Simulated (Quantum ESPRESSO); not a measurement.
## NiO: energy over the lowest, ferro + against volume, fitted and tested on a withheld row

System: NiO, 1 Ni and 1 O in the cell, space group Fm-3m. From the study “How volume moves the moments of NiO”.

Method: LDA with U = 6 eV on Ni d; plane waves with GBRV 1.5 LDA potentials (Quantum ESPRESSO 7.5). Settings shared by all rows: cutoff 544.23 eV, fermi-dirac occupations, smearing width 0.05 eV.

The table, with one value held back:

```tsv
volume (factor)	energy over the lowest, ferro + (meV an atom)
0.88	153.24
0.91	108.04
0.94	81.01
0.97	68.65
1	69.50
1.03	80.68
1.06	100.92
1.09	?
1.12	163.18
```

Q: Choose a law, fit it, and give the withheld energy over the lowest, ferro + (volume = 1.09 factor).

**Law.** Energy against volume follows the Birch–Murnaghan form, which is a polynomial in the Eulerian strain: third order, a cubic in t = (V/1)^(−2/3) − 1. In symbols, E = c0 + c1 t + c2 t² + c3 t³, with energy over the lowest, ferro + in meV an atom.

**Fit.** Least squares on 8 rows gives c0 = 69.386, c1 = -312.033, c2 = 13728.1 and c3 = 4200.93.

```tsv
volume (factor)	t	computed	fit	computed − fit
0.88	0.088959	153.24	153.226	0.014
0.91	0.064892	108.04	108.095	-0.055
0.94	0.042113	81.01	80.906	0.104
0.97	0.020514	68.65	68.798	-0.148
1	0	69.50	69.386	0.114
1.03	-0.019513	80.68	80.671	0.009
1.06	-0.038101	100.92	100.971	-0.051
1.12	-0.072769	163.18	163.168	0.012
```

The slope vanishes at t = 0.01131, so the minimum lies at V = 1 × (1 + t)^(−3/2) = 0.9833. That is the minimum of this magnetic state alone.

**Prediction.** At volume = 1.09 factor, t = -0.055833, so the law predicts 128.871 meV an atom. The computed value is 128.68 meV an atom, 0.191 below the prediction. The row lies between fitted rows, so this is an interpolation. The miss is 2.4 times the rms residual of the fit, 0.081.

[Logs and program files are shortened in this print: banners, set-up blocks, solver, clock and traceback lines can be left out without a mark of their own.]

[Logs are printed without paths, hosts, clocks, repeated set-up lines and the standing remarks that a program may print on its own settings, such as how far it seeks lower states.]

[Hosts, paths, dates, database ids (printed as entryN), source tags and the programs' standing remarks are cut or masked in the printed files.]

[Where a cell is said to come from a database of computed structures, the database is the Materials Project.]
